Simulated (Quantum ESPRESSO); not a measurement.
**CaO (Lime): phonon deformation potentials, worked out**

Aim: the phonon deformation potentials p and q of CaO (Lime), tested on a biaxially strained cell.

Main program and level: Quantum ESPRESSO 7.5; DFT PBE, scalar-relativistic, plane waves, PseudoDojo norm-conserving pseudopotentials.

## (1) The relaxed structure

It takes space group Fm-3m (No. 225, cubic). Conventional cell: a = 4.827 Å, b = 4.827 Å, c = 4.827 Å, α = 90.00°, β = 90.00°, γ = 90.00°. Ca has 6 O at 2.41 Å nearest. Nearest to O lie 6 Ca at 2.41 Å. Farther neighbours and most contacts between anions are not listed.

Structure file:

```xyz
2
Lattice="-2.4133 0.0000 2.4133 0.0000 2.4133 2.4133 -2.4133 2.4133 0.0000" Properties=species:S:1:pos:R:3 pbc="T T T"
Ca    0.0000    0.0000    0.0000
O    -2.4133    2.4133    2.4133
```

This is the cell after its relaxation at this level of theory, not the database cell from which that began.

## (2) Uniaxial strain

The relaxed cell is stretched along z alone. This keeps all atoms on sites fixed by symmetry and splits the threefold mode into a singlet, polarised along z, and a doublet. The macroscopic field is left out, so these are transverse modes. Cutoff 92 Ry, k mesh 8×8×8.

From the response at ε_zz = 0.01:

Log:

```text
[banners, grids, parts of the stress and lines that vanish by symmetry left out]
Program PHONON v.7.5
     Reading xml data from directory:

[...]
Exchange-correlation= PBE
                           (   1   4   3   4   0   0   0)
[...]
kinetic-energy cut-off    =      92.0000  Ry
     charge density cut-off    =     368.0000  Ry
     convergence threshold     =      1.0E-18
[...]
Exchange-correlation= PBE
                           (   1   4   3   4   0   0   0)
[...]
q = (   0.0000000   0.0000000   0.0000000 )
     17 Sym.Ops. (with q -> -q+G )
     G cutoff =  391.6375  (  22829 G-vectors)     FFT grid: ( 40, 40, 40)
     number of k points=    59
[...]
Mode symmetry, D_4h(4/mmm) point group:
[...]
Representation #   1 mode #   1
[...]
End of self-consistent calculation
     Convergence has been achieved
     Representation #   2 mode #   2
[...]
End of self-consistent calculation
     Convergence has been achieved
     Representation #   3 modes #   3   4
[...]
End of self-consistent calculation
     Convergence has been achieved
     Representation #   4 modes #   5   6
[...]
End of self-consistent calculation
     Convergence has been achieved
[...]
q = (    0.000000000   0.000000000   0.000000000 )
[...]
freq (    1) =       0.220071 [THz] =       7.340794 [cm-1]
     freq (    2) =       0.221083 [THz] =       7.374534 [cm-1]
     freq (    3) =       0.221083 [THz] =       7.374534 [cm-1]
     freq (    4) =       6.945734 [THz] =     231.684742 [cm-1]
     freq (    5) =       7.696568 [THz] =     256.729862 [cm-1]
     freq (    6) =       7.696568 [THz] =     256.729862 [cm-1]
[...]
Mode symmetry, D_4h(4/mmm) point group:
     freq (   1-   1) =          7.3  [cm-1]   --> A_2u X_4' M_4'  I
     freq (   2-   3) =          7.4  [cm-1]   --> E_u  X_5' M_5'  I
     freq (   4-   4) =        231.7  [cm-1]   --> A_2u X_4' M_4'  I
     freq (   5-   6) =        256.7  [cm-1]   --> E_u  X_5' M_5'  I

   JOB DONE.
```

```
  ε_zz  singlet (cm⁻¹)  doublet (cm⁻¹)  σ_zz (GPa)  σ_xx (GPa)
 -0.01          280.06          254.04      -2.152      -0.590
-0.005          267.78          254.90      -1.042      -0.293
     0          255.61          255.61      -0.002      -0.002
 0.005          243.59          256.22       0.973       0.283
  0.01          231.68          256.73       1.887       0.561
```

Stress is counted positive in tension.

## (3) The fit

To first order ω² − ω₀² = p ε_zz + q (ε_xx + ε_yy) for the mode along z, and likewise for x and y. With ε_zz alone the singlet gives p and the doublet q.

The linear terms of parabolas through ω² are p = -18.94 ω₀² and q = 1.05 ω₀², with ω₀ = 255.6 cm⁻¹. Those of the stresses are C11 = 202 GPa and C12 = 58 GPa. Under hydrostatic strain p and q imply γ = −(p + 2q)/(6 ω₀²) = 2.81.

A layer held to an in-plane strain ε and free along z takes ε_zz = −2 (C12/C11) ε = -0.570 ε. To first order the singlet then shifts by (q − p C12/C11) ε / ω₀ = 1649 ε cm⁻¹. For ε = 0.006, ε_zz = -0.00342, the formulas for ω² predict 265.31 cm⁻¹ for the singlet and 241.01 cm⁻¹ for the doublet.

## (4) A biaxially strained cell

This run was no part of the fit.

Log:

```text
[banners, grids, parts of the stress and lines that vanish by symmetry left out]
[banner, memory and clock lines left out]
Program PHONON v.7.5

[...]
Exchange-correlation= PBE
                           (   1   4   3   4   0   0   0)
[...]
kinetic-energy cut-off    =      92.0000  Ry
     charge density cut-off    =     368.0000  Ry
     convergence threshold     =      1.0E-18
[...]
Exchange-correlation= PBE
                           (   1   4   3   4   0   0   0)
[...]
q = (   0.0000000   0.0000000   0.0000000 )
     17 Sym.Ops. (with q -> -q+G )
     G cutoff =  388.7503  (  22823 G-vectors)     FFT grid: ( 40, 40, 40)
     number of k points=    59
[...]
Mode symmetry, D_4h(4/mmm) point group:
[...]
Representation #   1 mode #   1
[...]
End of self-consistent calculation
     Convergence has been achieved
     Representation #   2 mode #   2
[...]
End of self-consistent calculation
     Convergence has been achieved
     Representation #   3 modes #   3   4
[...]
End of self-consistent calculation
     Convergence has been achieved
     Representation #   4 modes #   5   6
[...]
End of self-consistent calculation
     Convergence has been achieved
[...]
q = (    0.000000000   0.000000000   0.000000000 )
[...]
freq (    1) =       0.220362 [THz] =       7.350473 [cm-1]
     freq (    2) =       0.220362 [THz] =       7.350473 [cm-1]
     freq (    3) =       0.222032 [THz] =       7.406176 [cm-1]
     freq (    4) =       7.239047 [THz] =     241.468628 [cm-1]
     freq (    5) =       7.239047 [THz] =     241.468628 [cm-1]
     freq (    6) =       7.952625 [THz] =     265.271016 [cm-1]
[...]
Mode symmetry, D_4h(4/mmm) point group:
     freq (   1-   2) =          7.4  [cm-1]   --> E_u  X_5' M_5'  I
     freq (   3-   3) =          7.4  [cm-1]   --> A_2u X_4' M_4'  I
     freq (   4-   5) =        241.5  [cm-1]   --> E_u  X_5' M_5'  I
     freq (   6-   6) =        265.3  [cm-1]   --> A_2u X_4' M_4'  I
```

```
   mode  predicted (cm⁻¹)  run (cm⁻¹)
singlet            265.31      265.27
doublet            241.01      241.47
```

The stress along z is -0.011 GPa and that in the plane 1.298 GPa; the unstrained cell carries -0.002 GPa.

## (5) Summary of results

```yaml
p_in_units_of_the_squared_frequency: -18.94
q_same_units: 1.048
shift_of_the_singlet_per_unit_of_biaxial_strain: 1649 cm⁻¹
c11_and_c12: 202 and 58 GPa
```

What this shows: To first order, one per cent of tensile biaxial strain moves the singlet of CaO (Lime) by 16.5 cm⁻¹ and the doublet by -23.6 cm⁻¹; the formulas miss the test run by up to 0.46 cm⁻¹. In the rock-salt structure this mode is infrared active and has no first-order Raman line. The third potential, r, needs shear strain, which was not run. These are harmonic values at zero temperature.

[Host names and launcher messages were left out of these logs when they were recorded.]

[Logs are printed without paths, hosts, clocks, repeated set-up lines and the standing remarks that a program may print on its own settings, such as how far it seeks lower states.]

[Hosts, paths, dates, database ids (printed as entryN), source tags and the programs' standing remarks are cut or masked in the printed files.]
